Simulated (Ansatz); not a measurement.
**CO on W(100): change of the work function**

Aim: the work function of W(100) at several coverages of CO (hollow site), and the dipole that each adsorbate carries.

Main program and level: Ansatz 0.2.0; plane-wave DFT, r2SCAN, Ansatz PAW, in the first sound run; inputs show where later runs differ.

Report form: the programs' logs are mostly left out.

### 1. The structure

The cell holds 5 atoms: 5 W. Its edges and angles: a = 3.160 Å, b = 3.160 Å, c = 24.320 Å, α = 90.0°, β = 90.0°, γ = 90.0°. Vacuum lies along c.

### 2. The clean slab

The bare slab comes first, as the zero from which every change is counted. The two lowest layers are held at bulk places and the upper ones relax. The dipole correction removes the false field that a one-sided slab makes across the periodic vacuum, so each face gets a flat vacuum level of its own.

File input.yaml:

```yaml
crystal:
  lattice:
    - [3.16, 0.0, 0.0]
    - [0.0, 3.16, 0.0]
    - [0.0, 0.0, 24.32]
  atoms:
    - { symbol: W, position: [0.0, 0.0, 0.3700657895] }
    - { symbol: W, position: [0.5, 0.5, 0.4350328947] }
    - { symbol: W, position: [0.0, 0.0, 0.5] }
    - { symbol: W, position: [0.5, 0.5, 0.5649671053] }
    - { symbol: W, position: [0.0, 0.0, 0.6299342105] }
kpoints:
  mp_grid: { grid: [10, 10, 1] }
hamiltonian:
  xc: r2scan
scf:
  occupations: { method: fermi_dirac, width: 0.1 }
  convergence: { dr2_threshold: 1.0e-08 }
efield:
  axis: 3
  dipole_correction: true
  ramp_position: 0.97
  ramp_width: 0.06
relax:
  f_tol: 0.02
  max_steps: 60
  constraints: [{ sites: [0, 1] }]
output:
  write_potential: true
  write_density: true
  volumetric_format: npy
```

Launch:

```
$ ansatz run input.yaml --threads 4 --pin off --max-ram 12288MiB --backend cpu --events-out ev --progress --plain --runs-dir out
```

The job ended after 66 s (4 threads of Arm Neoverse V1, shared host; peak memory 1 GiB).

Relaxation path:

| step | energy less that of the first step (eV) | largest force component (eV/Å) |
| --- | --- | --- |
| 1 | 0.0000 | 1.7660 |
| 2 | -0.0001 | 2.1330 |
| 3 | -0.1650 | 0.2527 |
| 4 | -0.1717 | 0.1539 |
| 5 | -0.1740 | 0.0069 |

Forces are held to the 8 operations that the run works with; a distortion that breaks them can't arise in this run.

The atoms that moved most (Å):

| atom | dx | dy | dz | length |
| --- | --- | --- | --- | --- |
| W5 | 0.000 | 0.000 | -0.148 | 0.148 |
| W4 | 0.000 | 0.000 | 0.034 | 0.034 |
| W3 | 0.000 | 0.000 | -0.024 | 0.024 |

Final coordinates:

```xyz
5
Lattice="3.1600 0.0000 0.0000 0.0000 3.1600 0.0000 0.0000 0.0000 24.3200" Properties=species:S:1:pos:R:3
W     0.0000    0.0000    9.0000
W     1.5800    1.5800   10.5800
W     0.0000    0.0000   12.1364
W     1.5800    1.5800   13.7738
W     0.0000    0.0000   15.1722
```

Numbers from this step:

```
energy at zero smearing        : -51980.8016 eV
work function, upper face      : 4.096 eV
work function, lower face      : 4.229 eV
dipole along the normal        : 0.007317 e·Å
step between the vacuum levels : -0.1326 eV
```

Running mean over 1.58 Å of the planar mean; the ramp of the sawtooth is left out. Table of electron's electrostatic potential energy less the Fermi level by z:

| z (Å) | electron's electrostatic potential energy less the Fermi level (eV) |
| --- | --- |
| 3.0 | 4.23 |
| 3.5 | 4.23 |
| 4.0 | 4.23 |
| 4.5 | 4.23 |
| 5.0 | 4.22 |
| 5.5 | 4.20 |
| 6.0 | 4.14 |
| 6.5 | 3.95 |
| 7.0 | 3.39 |
| 7.5 | 1.67 |
| 8.0 | -2.54 |
| 8.5 | -7.90 |
| 9.0 | -11.2 |
| 9.5 | -12.0 |
| 10.0 | -12.2 |
| 10.5 | -12.4 |
| 11.0 | -12.7 |
| 11.5 | -12.7 |
| 12.0 | -12.5 |
| 12.5 | -12.1 |
| 13.0 | -12.0 |
| 13.5 | -12.4 |
| 14.0 | -13.5 |
| 14.5 | -14.0 |
| 15.0 | -12.8 |
| 15.5 | -9.63 |
| 16.0 | -4.45 |
| 16.5 | 0.491 |
| 17.0 | 2.91 |
| 17.5 | 3.70 |
| 18.0 | 3.97 |
| 18.5 | 4.05 |
| 19.0 | 4.08 |
| 19.5 | 4.09 |
| 20.0 | 4.10 |
| 20.5 | 4.10 |
| 21.0 | 4.10 |

The relaxation took 5 steps and lowered the energy by 0.17 eV; the largest force on the free atoms ends at 0.0069 eV/Å.

The work function of the upper face is 4.10 eV.

### 3. Adsorbate added, k-mesh 5×5×1, coverage 0.25 ML

System of this step: W20CO (CO/W(100)). The cell holds 22 atoms: 20 W, 1 C and 1 O. Cell: a = 6.320 Å, b = 6.320 Å, c = 26.152 Å, α = 90.0°, β = 90.0°, γ = 90.0°. Vacuum lies along c.

The clean slab as it ended is repeated in the plane and the adsorbate is set on one face; the cell's size fixes the coverage, and the k-mesh shrinks with it to keep the sampling density about even. Adsorbate and upper layers relax, since the dipole depends on the height.

File input.yaml:

```yaml
crystal:
  lattice:
    - [6.32, 0.0, 0.0]
    - [0.0, 6.32, 0.0]
    - [0.0, 0.0, 26.1517419168]
  atoms:
    - { symbol: W, position: [0.0, 0.0, 0.3441453357] }
    - { symbol: W, position: [0.25, 0.25, 0.4045619612] }
    - { symbol: W, position: [0.0, 0.0, 0.4640761515] }
    - { symbol: W, position: [0.25, 0.25, 0.5266866675] }
    - { symbol: W, position: [0.0, 0.0, 0.5801613489] }
    - { symbol: W, position: [0.0, 0.5, 0.3441453357] }
    - { symbol: W, position: [0.25, 0.75, 0.4045619612] }
    - { symbol: W, position: [0.0, 0.5, 0.4640761515] }
    - { symbol: W, position: [0.25, 0.75, 0.5266866675] }
    - { symbol: W, position: [0.0, 0.5, 0.5801613489] }
    - { symbol: W, position: [0.5, 0.0, 0.3441453357] }
    - { symbol: W, position: [0.75, 0.25, 0.4045619612] }
    - { symbol: W, position: [0.5, 0.0, 0.4640761515] }
    - { symbol: W, position: [0.75, 0.25, 0.5266866675] }
    - { symbol: W, position: [0.5, 0.0, 0.5801613489] }
    - { symbol: W, position: [0.5, 0.5, 0.3441453357] }
    - { symbol: W, position: [0.75, 0.75, 0.4045619612] }
    - { symbol: W, position: [0.5, 0.5, 0.4640761515] }
    - { symbol: W, position: [0.75, 0.75, 0.5266866675] }
    - { symbol: W, position: [0.5, 0.5, 0.5801613489] }
    - { symbol: C, position: [0.25, 0.25, 0.6114981544] }
    - { symbol: O, position: [0.25, 0.25, 0.6558546643] }
kpoints:
  mp_grid: { grid: [5, 5, 1] }
hamiltonian:
  xc: r2scan
scf:
  occupations: { method: fermi_dirac, width: 0.1 }
  convergence: { dr2_threshold: 1.0e-08 }
efield:
  axis: 3
  dipole_correction: true
  ramp_position: 0.97
  ramp_width: 0.06
relax:
  f_tol: 0.02
  max_steps: 60
  constraints: [{ sites: [0, 1, 5, 6, 10, 11, 15, 16] }]
output:
  bader: true
  dos: { projected: true, e_range: [-8, 4] }
  write_potential: true
  write_density: true
  volumetric_format: npy
  elf: true
```

It took 18 min on 4 threads; peak memory 6.3 GiB.

Step by step:

| step | energy less that of the first step (eV) | largest force component (eV/Å) |
| --- | --- | --- |
| 1 | 0.0000 | 7.0762 |
| 2 | -0.2727 | 2.7315 |
| 3 | -0.3815 | 0.7028 |
| 4 | -0.3997 | 0.1794 |
| 5 | -0.4219 | 0.3104 |
| 6 | -0.4269 | 0.3725 |
| 7 | -0.4449 | 0.4797 |
| 8 | -0.4513 | 0.6075 |
| 9 | -0.4710 | 0.1186 |
| 10 | -0.4752 | 0.0670 |
| 11 | -0.4756 | 0.0837 |
| 12 | -0.4760 | 0.0157 |

Forces are held to the 8 operations that the run works with; a distortion that breaks them can't arise in this run.

The atoms that moved most (Å):

| atom | dx | dy | dz | length |
| --- | --- | --- | --- | --- |
| O22 | 0.000 | 0.000 | 0.229 | 0.229 |
| W20 | -0.114 | -0.114 | 0.058 | 0.171 |
| W10 | 0.114 | -0.114 | 0.058 | 0.171 |
| W15 | -0.114 | 0.114 | 0.058 | 0.171 |
| W5 | 0.114 | 0.114 | 0.058 | 0.171 |
| W4 | 0.000 | 0.000 | -0.132 | 0.132 |
| C21 | 0.000 | 0.000 | 0.121 | 0.121 |
| W19 | 0.000 | 0.000 | 0.034 | 0.034 |

Final coordinates:

```xyz
22
Lattice="6.3200 0.0000 0.0000 0.0000 6.3200 0.0000 0.0000 0.0000 26.1517" Properties=species:S:1:pos:R:3
W     0.0000    0.0000    9.0000
W     1.5800    1.5800   10.5800
W    -0.0196   -0.0196   12.1459
W     1.5800    1.5800   13.6415
W     0.1139    0.1139   15.2302
W     0.0000    3.1600    9.0000
W     1.5800    4.7400   10.5800
W    -0.0196    3.1796   12.1459
W     1.5800    4.7400   13.7893
W     0.1139    3.0461   15.2302
W     3.1600    0.0000    9.0000
W     4.7400    1.5800   10.5800
W     3.1796   -0.0196   12.1459
W     4.7400    1.5800   13.7893
W     3.0461    0.1139   15.2302
W     3.1600    3.1600    9.0000
W     4.7400    4.7400   10.5800
W     3.1796    3.1796   12.1459
W     4.7400    4.7400   13.8077
W     3.0461    3.0461   15.2302
C     1.5800    1.5800   16.1128
O     1.5800    1.5800   17.3805
```

Numbers from this step:

* energy at zero smearing: -208743.7828 eV
* work function, upper face: 5.058 eV
* work function, lower face: 4.215 eV
* dipole along the normal: -0.1861 e·Å
* step between the vacuum levels: 0.8429 eV

Running mean over 1.58 Å of the planar mean; the ramp of the sawtooth is left out. Table of electron's electrostatic potential energy less the Fermi level by z:

| z (Å) | electron's electrostatic potential energy less the Fermi level (eV) |
| --- | --- |
| 3.0 | 4.22 |
| 3.5 | 4.22 |
| 4.0 | 4.21 |
| 4.5 | 4.21 |
| 5.0 | 4.21 |
| 5.5 | 4.19 |
| 6.0 | 4.12 |
| 6.5 | 3.94 |
| 7.0 | 3.38 |
| 7.5 | 1.70 |
| 8.0 | -2.52 |
| 8.5 | -7.85 |
| 9.0 | -11.1 |
| 9.5 | -11.9 |
| 10.0 | -12.2 |
| 10.5 | -12.4 |
| 11.0 | -12.6 |
| 11.5 | -12.7 |
| 12.0 | -12.6 |
| 12.5 | -12.3 |
| 13.0 | -12.2 |
| 13.5 | -12.4 |
| 14.0 | -13.0 |
| 14.5 | -13.4 |
| 15.0 | -12.8 |
| 15.5 | -10.9 |
| 16.0 | -6.39 |
| 16.5 | -1.44 |
| 17.0 | 1.60 |
| 17.5 | 3.13 |
| 18.0 | 4.04 |
| 18.5 | 4.77 |
| 19.0 | 5.02 |
| 19.5 | 5.05 |
| 20.0 | 5.06 |
| 20.5 | 5.06 |
| 21.0 | 5.06 |
| 21.5 | 5.06 |
| 22.0 | 5.06 |
| 22.5 | 5.06 |
| 23.0 | 5.06 |

The density of states has structure finer than the step of the table below, so its rows give means over 0.5 eV, whole bins alone (the curve runs from -8 to 1.98 eV). Peaks (eV: height): -4.42: 33.8, -4.12: 39.5, -3.10: 46.5, -2.68: 35.0, -2.56: 51.8, 1.02: 34.1, 1.65: 35.9.

Density of states against energy, zero at the Fermi level; means over each step:

| energy (eV) | density of states (states/eV a cell) |
| --- | --- |
| -7.5 | 3.08 |
| -7.0 | 10.5 |
| -6.5 | 5.94 |
| -6.0 | 9.06 |
| -5.5 | 11.8 |
| -5.0 | 12.0 |
| -4.5 | 17.8 |
| -4.0 | 22.8 |
| -3.5 | 15.5 |
| -3.0 | 21.4 |
| -2.5 | 26.6 |
| -2.0 | 24.0 |
| -1.5 | 22.5 |
| -1.0 | 15.6 |
| -0.5 | 19.0 |
| 0.0 | 19.4 |
| 0.5 | 14.1 |
| 1.0 | 17.1 |
| 1.5 | 20.0 |

Projected DOS per atom over height of the atomic layer and energy from the Fermi level. Layers: W4 W4 W4 W4 W4 C O from below.

Ten even steps from '0' (0.01 states/eV) to '9' (3.57 states/eV), each cell a mean:
```
4333300
3121100
3121200
2010300
6010201
5111200
2101301
3222302
3232301
3332300
3333200
2434200
0212100
2334302
2221100
0222000
0121000
0111000
0001011
0000189
0000012
0000000
```
Columns: height of the atomic layer (Å) from 9 to 17.4 (not evenly spaced); rows upwards: energy from the Fermi level (eV) from -7.96 to 1.95.

ELF in the ca plane at fractional y = 0.250, with atoms of W and C and O within 0.2 Å of it. It is the smooth field of the valence electrons, not physical close to the nuclei.

Ten even steps from '0' (0.00) to '9' (0.84), each cell a mean:
```
55553234555543235655542000000000000000000000
55532333455432333566542100000000000000000000
55337775345347774355542100000000000000000000
44247256234156256135542100000000000000000000
44247356234156366135542100000000000000000000
55336775345347774355542100000000000000000000
55532223455432223566542100000000000000000000
55553234555553235655542000000000000000000000
45554345555554356545541012100000000000000000
55542123555532124545752356520000000000000000
55434554355345543358975799841000000000000000
54247576244267573258648889962000000000000000
53147146233263174157229759962000000000000000
54247676244267673258648889962000000000000000
55434553355345543357975799841000000000000000
55542123555532134545652256520000000000000000
45554345555554456545541011100000000000000000
```
Columns run along c (16.0 Å, from fractional 0.33 to 0.95 of the cell), rows up along a (6.3 Å). Atoms in or near the plane, at fractional coordinates: W at (0.40, 0.25), W at (0.52, 0.25), W at (0.40, 0.75), W at (0.53, 0.75), C at (0.62, 0.25), O at (0.66, 0.25).

Valence density in the ca plane at fractional y = 0.250, with atoms of W and C and O within 0.2 Å of it. It is the smooth field of the valence electrons, not physical close to the nuclei.

Ten steps, logarithmic in the rise over the least value, from '0' (0.0 e/Å³) to '9' (6.9 e/Å³), each cell a mean:
```
23333333333333333333221000000000000000000000
23345554333345554433210000000000000000000000
22357886433358886432210000000000000000000000
22368998533479997432110000000000000000000000
22368998533479997432110000000000000000000000
22357886433358886432210000000000000000000000
23345554333345554433210000000000000000000000
23333333333333333333221000000000000000000000
23333333333333333333321100000000000000000000
23334443333334444334432222100000000000000000
23346775433457764444554565310000000000000000
22368997433479986445666898520000000000000000
22369998533589996446677999620000000000000000
22368997433479986445666898520000000000000000
23346775433457764444554555310000000000000000
23334443333334444334432222100000000000000000
23333333333333333333321100000000000000000000
```
Columns run along c (16.0 Å, from fractional 0.33 to 0.95 of the cell), rows up along a (6.3 Å). Atoms in or near the plane, at fractional coordinates: W at (0.40, 0.25), W at (0.52, 0.25), W at (0.40, 0.75), W at (0.53, 0.75), C at (0.62, 0.25), O at (0.66, 0.25).

Electrostatic potential energy in the ca plane at fractional y = 0.250, with atoms of W and C and O within 0.2 Å of it. With pseudopotentials it is smooth inside the atoms' cores, unlike the true potential.

Ten even steps from '0' (-59 eV) to '9' (9 eV), each cell a mean:
```
99999889999998889999999999999999999999999999
99987567899986568999999999999999999999999999
99863124799862125899999999999999999999999999
99850002689840003799999999999999999999999999
99850002689840003799999999999999999999999999
99863125899863125899999999999999999999999999
99987667899986668999999999999999999999999999
99999889999998889999999999999999999999999999
99999999999999999999999999999999999999999999
99998788999987788999999999999999999999999999
99975346899864357898778889999999999999999999
99851003799730015886225435999999999999999999
99840002688620004884003213899999999999999999
99851003799730015886225435999999999999999999
99975346899864357898778889999999999999999999
99998788999988788999999999999999999999999999
99999999999999999999999999999999999999999999
```
Columns run along c (16.0 Å, from fractional 0.33 to 0.95 of the cell; values clipped at the 3rd and 97th percentile), rows up along a (6.3 Å). Atoms in or near the plane, at fractional coordinates: W at (0.40, 0.25), W at (0.52, 0.25), W at (0.40, 0.75), W at (0.53, 0.75), C at (0.62, 0.25), O at (0.66, 0.25).

The relaxation took 12 steps and lowered the energy by 0.48 eV; the largest force on the free atoms ends at 0.016 eV/Å.

By hand: a sheet of dipoles makes a step −p/(ε₀A) in the electron's potential. With e/ε₀ = 180.95 V·Å, p = -0.1861 e·Å and A = 39.94 Å², that is −180.95 × (-0.1861) / 39.94 = +0.843 eV, and the two vacuum levels of the run differ by +0.843 eV.

The covered face has 5.06 eV, +0.96 eV against the clean one; the bare back face has moved by -0.01 eV, a measure of how thin the slab is.

### 4. Adsorbate added, k-mesh 5×5×1, coverage 0.5 ML

System of this step: W10CO (CO/W(100)). The cell holds 24 atoms: 20 W, 2 C and 2 O. Its edges and angles: a = 6.320 Å, b = 6.320 Å, c = 26.152 Å, α = 90.0°, β = 90.0°, γ = 90.0°. Vacuum lies along c.

Another coverage, to see how the dipoles act on each other as their distance changes.

Edit input.yaml of step 3 so:

```diff
@@ -27,3 +27,5 @@
     - { symbol: C, position: [0.25, 0.25, 0.6114981544] }
+    - { symbol: C, position: [0.75, 0.75, 0.6114981544] }
     - { symbol: O, position: [0.25, 0.25, 0.6558546643] }
+    - { symbol: O, position: [0.75, 0.75, 0.6558546643] }
 kpoints:
@@ -50,2 +52 @@
   volumetric_format: npy
-  elf: true
```

Run time: 11 min. Hardware: 4 threads; peak memory 6.5 GiB; 42 min of CPU time.

Relaxation path:

| step | energy less that of the first step (eV) | largest force component (eV/Å) |
| --- | --- | --- |
| 1 | 0.0000 | 7.0472 |
| 2 | -0.5840 | 2.6649 |
| 3 | -0.7430 | 0.3724 |
| 4 | -0.7738 | 0.1557 |
| 5 | -0.7772 | 0.0477 |
| 6 | -0.7775 | 0.0079 |

Forces are held to the 16 operations that the run works with; a distortion that breaks them can't arise in this run.

The atoms that moved most (Å):

| atom | dx | dy | dz | length |
| --- | --- | --- | --- | --- |
| O24 | 0.000 | 0.000 | 0.067 | 0.067 |
| O23 | 0.000 | 0.000 | 0.067 | 0.067 |
| W5 | 0.000 | 0.000 | 0.053 | 0.053 |
| W10 | 0.000 | 0.000 | 0.053 | 0.053 |
| W15 | 0.000 | 0.000 | 0.053 | 0.053 |
| W20 | 0.000 | 0.000 | 0.053 | 0.053 |
| W19 | 0.000 | 0.000 | -0.049 | 0.049 |
| W4 | 0.000 | 0.000 | -0.049 | 0.049 |

The relaxed structure:

```xyz
24
Lattice="6.3200 0.0000 0.0000 0.0000 6.3200 0.0000 0.0000 0.0000 26.1517" Properties=species:S:1:pos:R:3
W     0.0000    0.0000    9.0000
W     1.5800    1.5800   10.5800
W     0.0000    0.0000   12.1445
W     1.5800    1.5800   13.7245
W     0.0000    0.0000   15.2253
W     0.0000    3.1600    9.0000
W     1.5800    4.7400   10.5800
W     0.0000    3.1600   12.1445
W     1.5800    4.7400   13.7876
W     0.0000    3.1600   15.2253
W     3.1600    0.0000    9.0000
W     4.7400    1.5800   10.5800
W     3.1600    0.0000   12.1445
W     4.7400    1.5800   13.7876
W     3.1600    0.0000   15.2253
W     3.1600    3.1600    9.0000
W     4.7400    4.7400   10.5800
W     3.1600    3.1600   12.1445
W     4.7400    4.7400   13.7245
W     3.1600    3.1600   15.2253
C     1.5800    1.5800   15.9510
C     4.7400    4.7400   15.9510
O     1.5800    1.5800   17.2188
O     4.7400    4.7400   17.2188
```

Numbers from this step:

```
energy at zero smearing        : -209564.1799 eV
work function, upper face      : 6.001 eV
work function, lower face      : 4.221 eV
dipole along the normal        : -0.3927 e·Å
step between the vacuum levels : 1.779 eV
```

The density of states has structure finer than the step of the table below, so its rows give means over 0.5 eV, whole bins alone (the curve runs from -8 to 1.98 eV). Peaks (eV: height): -6.35: 43.3, -6.29: 39.2, -3.28: 47.4, -3.22: 48.1, -2.71: 41.5, -2.47: 42.9, 1.77: 52.0.

Table of density of states by energy, zero at the Fermi level; means over each step:

energy (eV), density of states (states/eV a cell) and a bar from the least value:
```
     -7.5        4.8 
     -7.0        6.6 ###
     -6.5       13.7 #############
     -6.0       11.0 #########
     -5.5       10.9 #########
     -5.0       13.2 ############
     -4.5       16.6 #################
     -4.0       19.9 ######################
     -3.5       19.9 ######################
     -3.0       25.2 ##############################
     -2.5       24.9 ##############################
     -2.0       20.6 #######################
     -1.5       19.0 #####################
     -1.0       14.5 ##############
     -0.5       23.3 ###########################
      0.0       18.6 ####################
      0.5       12.4 ###########
      1.0       16.2 #################
      1.5       20.0 ######################
```

Projected DOS per atom over height of the atomic layer and energy from the Fermi level. Layers: W4 W4 W4 W4 W4 C2 O2 from below.

Ten even steps from '0' (0.02 states/eV) to '9' (2.54 states/eV), each cell a mean:
```
6443400
5232300
3121200
4110200
9120312
6211713
3211402
4222300
4443300
5443300
4444301
3656401
1335303
3533200
2332100
1243100
0232000
0221011
0011179
0001145
0000143
0000000
```
Columns: height of the atomic layer (Å) from 9 to 17.2 (not evenly spaced); rows upwards: energy from the Fermi level (eV) from -7.96 to 1.95.

The relaxation took 6 steps and lowered the energy by 0.78 eV; the largest force on the free atoms ends at 0.0079 eV/Å.

The covered face has 6.00 eV, +1.90 eV against the clean one; the bare back face has moved by -0.01 eV, a measure of how thin the slab is.

(Continued in part 2 of 2.)

[Logs are printed without paths, hosts, clocks, repeated set-up lines and the standing remarks that a program may print on its own settings, such as how far it seeks lower states.]

[Hosts, paths, dates, database ids (printed as entryN), source tags and the programs' standing remarks are cut or masked in the printed files.]

[Maps of the electrostatic potential energy from Ansatz leave out the sawtooth potential of an applied field or a dipole correction, so their vacuum need not be flat; planar profiles and work functions include it.]

[The density of states shown here was stored with 400 of the rows of the run's finer table, so its peaks can read low, often by over a quarter, or be missed, and its means over a window can be off by a tenth or more.]
